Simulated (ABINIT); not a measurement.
# Quasiparticle gap of Cs2InAgCl6 (Fm-3m) in ABINIT

Wanted: ground state, empty states, screening and self-energy for Cs2InAgCl6 (Fm-3m).

Main program and level: ABINIT 10.8.3; PBEsol and many-body steps on it, plane waves.

**What was measured.**

- Gap 3.3 eV: optical gap from absorption onset near 380 nm, assigned as direct at Gamma; diffuse reflectance with Kubelka-Munk analysis; powder (“Cs2InAgCl6: A new lead-free halide double perovskite with direct band gap”, 2016, arxiv:1611.05426).

## Step 1: The starting structure

The structure is cubic, space group Fm-3m (No. 225). The conventional cell has a = 10.469 Å, b = 10.469 Å, c = 10.469 Å, α = 90.00°, β = 90.00°, γ = 90.00°. Nearest to Cs lie 12 Cl at 3.70 Å. Nearest to In lie 6 Cl at 2.51 Å. Ag has 6 Cl at 2.72 Å nearest. Nearest to Cl lie 1 In at 2.51 Å and 1 Ag at 2.72 Å and 4 Cs at 3.70 Å. Farther neighbours and most contacts between anions are not listed.

The cell and positions come from the Crystallography Open Database and are kept as given unless a step says otherwise. Spin-orbit coupling is left out unless a step names it.

## Step 2: Ground state

This step: ABINIT 10.8.3; DFT, PBEsol, plane waves, norm-conserving pseudopotentials.

The ground-state density comes first.

Contents of run.abi:

```
acell 3*1.0 Angstrom
rprim 
  0.000000000000 5.234500000000 5.234500000000
  5.234500000000 0.000000000000 5.234500000000
  5.234500000000 5.234500000000 0.000000000000
ntypat 4
znucl 55 49 47 17
natom 10
typat 1 1 2 3 4 4 4 4 4 4
xred 
  0.250000000000 0.250000000000 0.250000000000
  0.750000000000 0.750000000000 0.750000000000
  0.000000000000 0.000000000000 0.000000000000
  0.500000000000 0.500000000000 0.500000000000
  0.760210000000 0.239790000000 0.239790000000
  0.239790000000 0.760210000000 0.239790000000
  0.239790000000 0.760210000000 0.760210000000
  0.760210000000 0.239790000000 0.760210000000
  0.239790000000 0.239790000000 0.760210000000
  0.760210000000 0.760210000000 0.239790000000
pp_dirpath "pseudos"
pseudos "Cs.upf, In.upf, Ag.upf, Cl.upf"
ecut 39
ngkpt 4 4 4
nshiftk 1
shiftk 0 0 0
kptopt 1
chksymbreak 0
nband 59
occopt 1
tolvrs 1e-10
nstep 60
prtwf 0
optforces 0
optstress 0
indata_prefix "in"
outdata_prefix "out"
tmpdata_prefix "tmp"
```

Command:

```
$ OMP_NUM_THREADS=1 mpirun -n 8 abinit run.abi > log
```

Numbers of over 12 decimals in the logs are rounded to 6 here.

The program printed:

```text
.Version 10.8.3 of ABINIT. v10.8.2 released Aug 2026.

 Symmetries : space group Fm -3 m (#225); Bravais cF (face-center cubic)
================================================================================
 Values of the parameters that define the memory need of the present run
     intxc =       0    ionmov =       0      iscf =       7    lmnmax =       8
     lnmax =       8     mgfft =      80  mpssoang =       4    mqgrid =    3212
     natom =      10  nloc_mem =       1    nspden =       1   nspinor =       1
    nsppol =       1      nsym =      48    n1xccc =    2501    ntypat =       4
    occopt =       1   xclevel =       2
-    mband =          59        mffmem =           1         mkmem =           1
       mpw =       22548          nfft =      512000          nkpt =           8
================================================================================
  Rough estimation (10% accuracy) of disk space for files :
================================================================================

--------------------------------------------------------------------------------
------------- Echo of variables that govern the present computation ------------
--------------------------------------------------------------------------------
 -outvars: echo values of preprocessed input variables --------
            acell      1.8897261259E+00  1.8897261259E+00  1.8897261259E+00 Bohr

      chksymbreak           0
             ecut      3.90000000E+01 Hartree
-          fftalg         312

              ixc     -116133
              kpt      0.00000000E+00  0.00000000E+00  0.00000000E+00
                       2.50000000E-01  0.00000000E+00  0.00000000E+00
                       5.00000000E-01  0.00000000E+00  0.00000000E+00
                       2.50000000E-01  2.50000000E-01  0.00000000E+00
                       5.00000000E-01  2.50000000E-01  0.00000000E+00
                      -2.50000000E-01  2.50000000E-01  0.00000000E+00
                       5.00000000E-01  5.00000000E-01  0.00000000E+00
                      -2.50000000E-01  5.00000000E-01  2.50000000E-01
         kptrlatt        4    0    0      0    4    0      0    0    4
          kptrlen      5.59563091E+01
P           mkmem           1
            natom          10
            nband          59
            ngfft          80      80      80
             nkpt           8
            nstep          60
             nsym          48
           ntypat           4
              occ      2.000000  2.000000  2.000000  2.000000  2.000000  2.000000
                       2.000000  2.000000  2.000000  2.000000  2.000000  2.000000
                       2.000000  2.000000  2.000000  2.000000  2.000000  2.000000
                       2.000000  2.000000  2.000000  2.000000  2.000000  2.000000
                       2.000000  2.000000  2.000000  2.000000  2.000000  2.000000
                       2.000000  2.000000  2.000000  2.000000  2.000000  2.000000
                       2.000000  2.000000  2.000000  2.000000  2.000000  2.000000
                       2.000000  2.000000  2.000000  2.000000  2.000000  2.000000
                       2.000000  2.000000  0.000000  0.000000  0.000000  0.000000
                       0.000000  0.000000  0.000000  0.000000  0.000000
        optforces           0
        optstress           0
            prtwf           0
            rprim      0.0000000000E+00  5.2345000000E+00  5.2345000000E+00
                       5.2345000000E+00  0.0000000000E+00  5.2345000000E+00
                       5.2345000000E+00  5.2345000000E+00  0.0000000000E+00
          spgroup         225

           tolvrs      1.00000000E-10

             xred      2.5000000000E-01  2.5000000000E-01  2.5000000000E-01
                       7.5000000000E-01  7.5000000000E-01  7.5000000000E-01
[...]
znucl       55.00000   49.00000   47.00000   17.00000

================================================================================

 chkinp: Checking input parameters for consistency.

================================================================================
== DATASET  1 ==================================================================
-   mpi_nproc: 8, omp_nthreads: 1 (-1 if OMP is not activated)

--- !DatasetInfo
iteration_state: {dtset: 1, }
dimensions: {natom: 10, nkpt: 8, mband: 59, nsppol: 1, nspinor: 1, nspden: 1, mpw: 22548, }
cutoff_energies: {ecut:  39.0, pawecutdg:  -1.0, }
electrons: {nelect:   1.00000000E+02, charge:   0.00000000E+00, occopt:   1.00000000E+00, tsmear:   1.00000000E-02, }

 Real(R)+Recip(G) space primitive vectors, cartesian coordinates (Bohr,Bohr^-1):
 R(1)=  0.0000000  9.8917714  9.8917714  G(1)= -0.0505471  0.0505471  0.0505471
 R(2)=  9.8917714  0.0000000  9.8917714  G(2)=  0.0505471 -0.0505471  0.0505471
 R(3)=  9.8917714  9.8917714  0.0000000  G(3)=  0.0505471  0.0505471 -0.0505471
 Unit cell volume ucvol=  1.9357631E+03 bohr^3
 Angles (23,13,12)=  6.00000000E+01  6.00000000E+01  6.00000000E+01 degrees

 getcut: wavevector=  0.0000  0.0000  0.0000  ngfft=  80  80  80
         ecut(hartree)=     39.000   => boxcut(ratio)=   2.03425

--- Pseudopotential description ------------------------------------------------
- Cs Generated using ONCVPSP code by D. R. Hamann
- 55.00000   9.00000  180301                  znucl, zion, pspdat
[...]
--------------------------------------------------------------------------------

_setup2: Arith. and geom. avg. npw (full set) are   22529.859   22529.850

================================================================================

--- !BeginCycle
iteration_state: {dtset: 1, }
solver: {iscf: 7, nstep: 60, nline: 4, wfoptalg: 0, }
tolerances: {tolvrs: 1.00E-10, }

     iter   Etot(hartree)      deltaE(h)  residm     vres2
 ETOT  1  -495.07594445291    -4.951E+02 1.570E-01 2.723E+04
 ETOT  2  -497.22116685908    -2.145E+00 1.813E-02 2.811E+04
 ETOT  3  -499.28300858444    -2.062E+00 1.547E-02 4.954E+03
 ETOT  4  -499.48047269386    -1.975E-01 1.802E-02 1.765E+03
 ETOT  5  -499.57476009080    -9.429E-02 3.154E-03 2.394E+02
 ETOT  6  -499.58677751445    -1.202E-02 1.096E-02 1.447E+01
 ETOT  7  -499.58765407123    -8.766E-04 1.080E-03 1.078E+00
 ETOT  8  -499.58769362769    -3.956E-05 3.043E-03 9.925E-02
 ETOT  9  -499.58769538822    -1.761E-06 5.271E-04 5.515E-02
 ETOT 10  -499.58769919002    -3.802E-06 4.475E-04 7.403E-04
 ETOT 11  -499.58769927902    -8.901E-08 2.242E-04 3.727E-05
 ETOT 12  -499.58769928135    -2.322E-09 3.662E-04 1.386E-06
 ETOT 13  -499.58769928155    -2.076E-10 1.891E-04 3.952E-08
 ETOT 14  -499.58769928152     3.570E-11 2.720E-04 6.886E-09
 ETOT 15  -499.58769928152    -1.137E-12 1.277E-04 3.055E-10
 ETOT 16  -499.58769928149     2.422E-11 1.651E-04 9.071E-12

 At SCF step   16       vres2   =  9.07E-12 < tolvrs=  1.00E-10 =>converged.

--- !ResultsGS
iteration_state: {dtset: 1, }
comment   : Summary of ground state results
lattice_vectors:
- [  0.0000000,   9.8917714,   9.8917714, ]
- [  9.8917714,   0.0000000,   9.8917714, ]
- [  9.8917714,   9.8917714,   0.0000000, ]
lattice_lengths: [  13.98908,   13.98908,   13.98908, ]
lattice_angles: [ 60.000,  60.000,  60.000, ] # degrees, (23, 13, 12)
lattice_volume:   1.9357631E+03
convergence: {deltae:  2.422E-11, res2:  9.071E-12, residm:  1.651E-04, diffor:  0.000E+00, }
etotal    :  -4.99587699E+02
entropy   :   0.00000000E+00
fermie    :   7.65661736E-02
cartesian_stress_tensor: null
pressure_GPa: null
xred      :
- [  2.5000E-01,   2.5000E-01,   2.5000E-01, Cs]
- [  7.5000E-01,   7.5000E-01,   7.5000E-01, Cs]
- [  0.0000E+00,   0.0000E+00,   0.0000E+00, In]
- [  5.0000E-01,   5.0000E-01,   5.0000E-01, Ag]
- [  7.6021E-01,   2.3979E-01,   2.3979E-01, Cl]
- [  2.3979E-01,   7.6021E-01,   2.3979E-01, Cl]
- [  2.3979E-01,   7.6021E-01,   7.6021E-01, Cl]
- [  7.6021E-01,   2.3979E-01,   7.6021E-01, Cl]
- [  2.3979E-01,   2.3979E-01,   7.6021E-01, Cl]
- [  7.6021E-01,   7.6021E-01,   2.3979E-01, Cl]
cartesian_forces: null
force_length_stats: {min: null, max: null, mean: null, }

 Integrated electronic density in atomic spheres:
 ------------------------------------------------
 Atom  Sphere_radius  Integrated_density
[...]
================================================================================

 ----iterations are completed or convergence reached----

 Mean square residual over all n,k,spin=   62.949E-08; max=  16.514E-05
 reduced coordinates (array xred) for   10 atoms
[...]
0.239790000000      0.760210000000      0.760210000000
       0.760210000000      0.239790000000      0.760210000000
       0.239790000000      0.239790000000      0.760210000000
       0.760210000000      0.760210000000      0.239790000000
 rms dE/dt=  0.0000E+00; max dE/dt=  0.0000E+00; dE/dt below (all hartree)
    1       0.000000000000      0.000000000000      0.000000000000
    2       0.000000000000      0.000000000000      0.000000000000
    3       0.000000000000      0.000000000000      0.000000000000
    4       0.000000000000      0.000000000000      0.000000000000
    5       0.000000000000      0.000000000000      0.000000000000
    6       0.000000000000      0.000000000000      0.000000000000
    7       0.000000000000      0.000000000000      0.000000000000
    8       0.000000000000      0.000000000000      0.000000000000
    9       0.000000000000      0.000000000000      0.000000000000
   10       0.000000000000      0.000000000000      0.000000000000

 cartesian coordinates (angstrom) at end:
[...]
6      5.234500     2.510362     5.234500
    7      7.958638     5.234500     5.234500
    8      5.234500     7.958638     5.234500
    9      5.234500     5.234500     2.510362
   10      5.234500     5.234500     7.958638
 length scales=  1.889726125908  1.889726125908  1.889726125908 bohr
              =  1.000000000000  1.000000000000  1.000000000000 angstroms
 prteigrs : about to open file out_EIG
 Fermi (or HOMO) energy (hartree) =   0.07657   Average Vxc (hartree)=  -0.32995
 Eigenvalues (hartree) for nkpt=   8  k points:
 kpt#   1, nband= 59, wtk=  0.01563, kpt=  0.0000  0.0000  0.0000 (reduced coord)
  -4.12569   -3.20957   -2.60150   -2.60150   -2.60150   -1.86998   -1.86998   -1.86998
  -0.64508   -0.64435   -0.45667   -0.45667   -0.45066   -0.42992   -0.42992   -0.42992
  -0.41997   -0.41997   -0.41997   -0.38798   -0.38798   -0.16780   -0.16780   -0.16780
  -0.16267   -0.16267   -0.16267   -0.14668   -0.05521   -0.05521   -0.05521   -0.03616
  -0.03616   -0.02051   -0.02051   -0.02051    0.01981    0.01981    0.01981    0.02309
   0.02309    0.02309    0.03052    0.03052    0.03052    0.04312    0.04312    0.04312
   0.07657    0.07657    0.11497    0.26333    0.26527    0.26527    0.26527    0.27759
   0.27759    0.32212    0.32305
 prteigrs : prtvol=0 or 1, do not print more k-points.

--- !EnergyTerms
iteration_state     : {dtset: 1, }
comment             : Components of total free energy in Hartree
kinetic             :  1.64836914480673E+02
hartree             :  1.80766013590187E+02
xc                  : -9.13459608062437E+01
Ewald energy        : -2.55792118427369E+02
psp_core            :  8.23653307346386E+00
local_psp           : -5.07159482890249E+02
non_local_psp       :  8.70401698044524E-01
total_energy        : -4.99587699281494E+02
total_energy_eV     : -1.35944738488897E+04
band_energy         : -5.55138124129950E+01

== END DATASET(S) ==============================================================
================================================================================

 -outvars: echo values of variables after computation  --------
           etotal     -4.9958769928E+02
            nband          59
             nkpt           8
          spgroup         225
 [... the other variables as echoed above ...]

 Calculation completed.
```

Elapsed: 3.5 min, on 8 MPI ranks of Intel Xeon Platinum 8259CL at 2.50GHz (Skylake/Cascade Lake), shared host; peak memory 1.7 GiB.

Numbers from this step:

```yaml
total_energy: -13594.4738 eV
gap: 1.045 eV
k_of_the_valence_top: 0, 0, 0
k_of_the_conduction_bottom: 0, 0, 0
least_direct_gap: 1.045 eV
```

The gap is direct, at Γ.

## Step 3: Empty states on the mesh, 2×2×2 mesh, 183 bands

The sums over transitions need many empty states on a uniform mesh; this step solves for them.

Edit run.abi of step 2 so:

```diff
@@ -23,3 +23,3 @@
 ecut 39
-ngkpt 4 4 4
+ngkpt 2 2 2
 nshiftk 1
@@ -28,9 +28,10 @@
 chksymbreak 0
-nband 59
-occopt 1
-tolvrs 1e-10
+iscf -2
+irdden 1
+istwfk *1
+nband 183
+nbdbuf 16
+tolwfr 1e-09
 nstep 60
-prtwf 0
-optforces 0
-optstress 0
+prtvol 0
 indata_prefix "in"
```

The program printed:

```text
.Version 10.8.3 of ABINIT. v10.8.2 released Aug 2026.

 Symmetries : space group Fm -3 m (#225); Bravais cF (face-center cubic)
[... echo of the input left out ...]
== DATASET  1 ==================================================================
-   mpi_nproc: 8, omp_nthreads: 1 (-1 if OMP is not activated)
-    --> not optimal distribution: autoparal keyword recommended in input file <--

--- !DatasetInfo
iteration_state: {dtset: 1, }
dimensions: {natom: 10, nkpt: 3, mband: 183, nsppol: 1, nspinor: 1, nspden: 1, mpw: 22556, }
cutoff_energies: {ecut:  39.0, pawecutdg:  -1.0, }
electrons: {nelect:   1.00000000E+02, charge:   0.00000000E+00, occopt:   1.00000000E+00, tsmear:   1.00000000E-02, }

 Real(R)+Recip(G) space primitive vectors, cartesian coordinates (Bohr,Bohr^-1):
 R(1)=  0.0000000  9.8917714  9.8917714  G(1)= -0.0505471  0.0505471  0.0505471
 R(2)=  9.8917714  0.0000000  9.8917714  G(2)=  0.0505471 -0.0505471  0.0505471
 R(3)=  9.8917714  9.8917714  0.0000000  G(3)=  0.0505471  0.0505471 -0.0505471
 Unit cell volume ucvol=  1.9357631E+03 bohr^3
 Angles (23,13,12)=  6.00000000E+01  6.00000000E+01  6.00000000E+01 degrees

 getcut: wavevector=  0.0000  0.0000  0.0000  ngfft=  80  80  80
         ecut(hartree)=     39.000   => boxcut(ratio)=   2.03425

--- Pseudopotential description ------------------------------------------------
- Cs Generated using ONCVPSP code by D. R. Hamann
- 55.00000   9.00000  180301                  znucl, zion, pspdat
12 -116133 3 -1 2384                          pspcod,pspxc,lmax,lloc,mmax
     nproj     2     2     2     2
  pspatm : epsatm=   22.12462466
         --- l  ekb(1:nproj) -->
             0    6.214110    0.767882
             1    6.311966    0.793598
             2    3.769790    0.913105
[...]
pspatm: atomic psp has been read  and splines computed

- In Generated using ONCVPSP code by D. R. Hamann
- 49.00000  21.00000  180301                  znucl, zion, pspdat
12 -116133 2 -1 1940                          pspcod,pspxc,lmax,lloc,mmax
     nproj     2     2     2     0
  pspatm : epsatm=   33.81349078
         --- l  ekb(1:nproj) -->
[...]
pspatm: atomic psp has been read  and splines computed

- Ag Generated using ONCVPSP code by D. R. Hamann
- 47.00000  19.00000  180301                  znucl, zion, pspdat
12 -116133 2 -1 1538                          pspcod,pspxc,lmax,lloc,mmax
     nproj     2     2     2     0
  pspatm : epsatm=   27.64581140
         --- l  ekb(1:nproj) -->
[...]
pspatm: atomic psp has been read  and splines computed

- Cl Generated using ONCVPSP code by D. R. Hamann
- 17.00000   7.00000  180301                  znucl, zion, pspdat
12 -116133 2 -1 1028                          pspcod,pspxc,lmax,lloc,mmax
     nproj     2     2     2     0
  pspatm : epsatm=    8.95520293
         --- l  ekb(1:nproj) -->
[...]
-1.8700E+00 -1.8700E+00 -6.4508E-01 -6.4435E-01 -4.5667E-01 -4.5667E-01
 -4.5066E-01 -4.2992E-01 -4.2992E-01 -4.2992E-01 -4.1997E-01 -4.1997E-01
[...]
1.1137E+00  1.1137E+00  1.1145E+00  1.1145E+00  1.1145E+00  1.1181E+00
  1.1181E+00  1.1181E+00  1.1201E+00  1.1201E+00  1.1516E+00  1.1687E+00
[...]
prteigrs : prtvol=0 or 1, do not print more k-points.

--- !ResultsGS
iteration_state: {dtset: 1, }
comment   : Summary of ground state results
lattice_vectors:
- [  0.0000000,   9.8917714,   9.8917714, ]
- [  9.8917714,   0.0000000,   9.8917714, ]
- [  9.8917714,   9.8917714,   0.0000000, ]
lattice_lengths: [  13.98908,   13.98908,   13.98908, ]
lattice_angles: [ 60.000,  60.000,  60.000, ] # degrees, (23, 13, 12)
lattice_volume:   1.9357631E+03
convergence: {deltae:  0.000E+00, res2:  0.000E+00, residm:  9.950E-10, diffor:  0.000E+00, }
etotal    :  -4.99587699E+02
entropy   :   0.00000000E+00
fermie    :   7.65661736E-02
cartesian_stress_tensor: null
pressure_GPa: null
xred      :
- [  2.5000E-01,   2.5000E-01,   2.5000E-01, Cs]
- [  7.5000E-01,   7.5000E-01,   7.5000E-01, Cs]
- [  0.0000E+00,   0.0000E+00,   0.0000E+00, In]
- [  5.0000E-01,   5.0000E-01,   5.0000E-01, Ag]
- [  7.6021E-01,   2.3979E-01,   2.3979E-01, Cl]
- [  2.3979E-01,   7.6021E-01,   2.3979E-01, Cl]
- [  2.3979E-01,   7.6021E-01,   7.6021E-01, Cl]
- [  7.6021E-01,   2.3979E-01,   7.6021E-01, Cl]
- [  2.3979E-01,   2.3979E-01,   7.6021E-01, Cl]
- [  7.6021E-01,   7.6021E-01,   2.3979E-01, Cl]
cartesian_forces: null
force_length_stats: {min: null, max: null, mean: null, }

 Integrated electronic density in atomic spheres:
 ------------------------------------------------
 Atom  Sphere_radius  Integrated_density
[...]
================================================================================

 ----iterations are completed or convergence reached----

 Mean square residual over all n,k,spin=   54.535E-11; max=  99.503E-11
 reduced coordinates (array xred) for   10 atoms
[...]
0.239790000000      0.239790000000      0.760210000000
       0.760210000000      0.760210000000      0.239790000000

 cartesian coordinates (angstrom) at end:
    1      2.617250     2.617250     2.617250
    2      7.851750     7.851750     7.851750
    3      0.000000     0.000000     0.000000
[...]
9      5.234500     5.234500     2.510362
   10      5.234500     5.234500     7.958638
 length scales=  1.889726125908  1.889726125908  1.889726125908 bohr
              =  1.000000000000  1.000000000000  1.000000000000 angstroms
 prteigrs : about to open file out_EIG
 Eigenvalues (hartree) for nkpt=   3  k points:
 kpt#   1, nband=183, wtk=  0.12500, kpt=  0.0000  0.0000  0.0000 (reduced coord)
[...]
1.03025    1.04825    1.04825    1.04825    1.10796    1.10796    1.10796    1.11369
   1.11369    1.11369    1.11451    1.11451    1.11451    1.11807    1.11807    1.11807
   1.12006    1.12006    1.15162    1.16871    1.16899    1.16950    1.17092
 prteigrs : prtvol=0 or 1, do not print more k-points.

== END DATASET(S) ==============================================================
================================================================================

 -outvars: echo values of variables after computation  --------
            nband         183
             nkpt           3
          spgroup         225
 [... the other variables as echoed above ...]

 Calculation completed.
```

Run time: 7.5 min. Hardware: 8 MPI ranks; peak memory 1.2 GiB; 60 min of CPU time.

Numbers from this step:

| Quantity | Value |
| --- | --- |
| gap | 1.045 eV |
| k of the valence top | 0, 0, 0 |
| k of the conduction bottom | 0, 0, 0 |
| least direct gap | 1.045 eV |
| k points computed | 3 |
| lowest point of the top converged band, above the valence top | 26.14 eV |

On this mesh the gap is 1.045 eV.

(Continued in part 2 of 2.)

[Paths, hosts, dates, memory and timing lines, banners, echoed tables and standing remarks are left out of the program output.]

[Logs are printed without paths, hosts, clocks, repeated set-up lines and the standing remarks that a program may print on its own settings, such as how far it seeks lower states.]

[Runs of the session that timed out or met a known fault of the program may be left out.]

[Hosts, paths, dates, database ids (printed as entryN), source tags and the programs' standing remarks are cut or masked in the printed files.]

[G0W0 gaps are taken among the corrected bands and points alone; a level outside them can change the order at an edge.]

[Where Ansatz stands beside ABINIT at settings called matched, ABINIT's density can come from a denser mesh and the files from another edition; pairs whose starting gaps differed by over 0.03 eV were left out, so agreement reads better than it is.]
